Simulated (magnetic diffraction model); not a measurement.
**Solving a magnetic structure from powder neutron data: Sr3PrB**

Space group Pm-3m (no. 221), a = 5.2560 Å.

```csv
site,atom,x,y,z
1a,Pr,0,0,0
3c,Sr,1/2,0,1/2
1b,B,1/2,1/2,1/2
```

The compound is invented for this exercise: a known structure type with other elements, its cell scaled to their sizes and not relaxed.

Only Pr is taken to order (form factors of Pr3+); orders and moment sizes are assumed, and not adapted to the symmetry. Radiation: neutrons of λ = 2.0775 Å (absorption by B left out), 5° to 100°; isotropic B of 0.33 Å² (Pr), 0.52 Å² (Sr) and 0.87 Å² (B). Simulated constant-wavelength pattern: nuclear and magnetic terms add, the magnetic one as |2.695 fm × Σ f S⊥ exp(2πi Q·r) exp(−B s²)|², summed over all Q at one angle with the factor 1/(sin²θ cos θ). For collinear order S is the moment m, which repeats by lattice and centring translations R with the sign exp(−2πi k·R). Free-ion form factors, Sears's scattering lengths of 1992, no absorption; a label names one of the reflections at its angle. The strongest nuclear line in the range is 100, and lines under 0.2 are left out.

Above the ordering temperature:

```tsv
2θ (°)	index	I
22.80	(1 0 0)	22.6
32.46	(1 1 0)	3.1
40.03	(1 1 1)	71.9
46.56	(2 0 0)	93.9
52.45	(2 1 0)	18.5
57.91	(2 1 1)	2.1
67.97	(2 2 0)	100.0
72.72	(3 0 0)	13.4
77.36	(3 1 0)	1.4
81.91	(3 1 1)	69.2
86.41	(2 2 2)	48.6
90.89	(3 2 0)	8.0
95.37	(3 2 1)	2.1
```

Below it (cell unchanged):

```tsv
2θ (°)	I
19.71	12.5
22.80	22.6
32.46	3.1
38.26	9.4
40.03	71.9
46.56	93.9
51.03	5.0
52.45	18.5
57.91	2.1
61.79	4.4
67.97	100.0
71.55	4.8
72.72	13.4
77.36	1.4
80.78	1.9
81.91	69.2
86.41	48.6
89.77	3.0
90.89	8.0
95.37	2.1
98.75	3.8
```

**Question.** Find the propagation vector, then choose among these models:
A. collinear moments along [100], 2 μB on Pr
B. collinear moments along [001], 2 μB on Pr
C. collinear moments along [111], 2 μB on Pr

The new lines index as (1/2 1/2 1/2) at 19.71°, (3/2 1/2 1/2) at 38.26°, (3/2 3/2 1/2) at 51.03° and (5/2 1/2 1/2) at 61.79°, that is as H ± k with k = (1/2 1/2 1/2). Half indices mean that the moments reverse under translations with k·R a half-integer, and the magnetic cell has twice the primitive volume.

Magnetic intensity, observed (below minus above) and for each model:

| 2θ (°) | index | observed | A | B | C |
| --- | --- | --- | --- | --- | --- |
| 19.71 | (1/2 1/2 -1/2) | 12.5 | 12.5 | 12.5 | 12.5 |
| 38.26 | (3/2 1/2 1/2) | 9.4 | 9.4 | 9.4 | 9.4 |
| 51.03 | (3/2 3/2 1/2) | 5.0 | 5.0 | 5.0 | 5.0 |
| 61.79 | (5/2 1/2 1/2) | 4.4 | 4.4 | 4.4 | 4.4 |
| 71.55 | (5/2 3/2 1/2) | 4.8 | 4.8 | 4.8 | 4.8 |
| 80.78 | (5/2 3/2 3/2) | 1.9 | 1.9 | 1.9 | 1.9 |
| 89.77 | (7/2 1/2 1/2) | 3.0 | 3.0 | 3.0 | 3.0 |
| 98.75 | (7/2 3/2 1/2) | 3.8 | 3.8 | 3.8 | 3.8 |

Models A, B and C match alike on every line, so these data can't choose among them (such ties are often domains of one structure): a powder sees only the angle between collinear moments and the unique axis of a uniaxial spin configuration, and no direction at all where the configuration is cubic.

The structure used: k = (1/2 1/2 1/2), collinear moments along [001], 2 μB on Pr.

[Logs are printed without paths, hosts, clocks, repeated set-up lines and the standing remarks that a program may print on its own settings, such as how far it seeks lower states.]
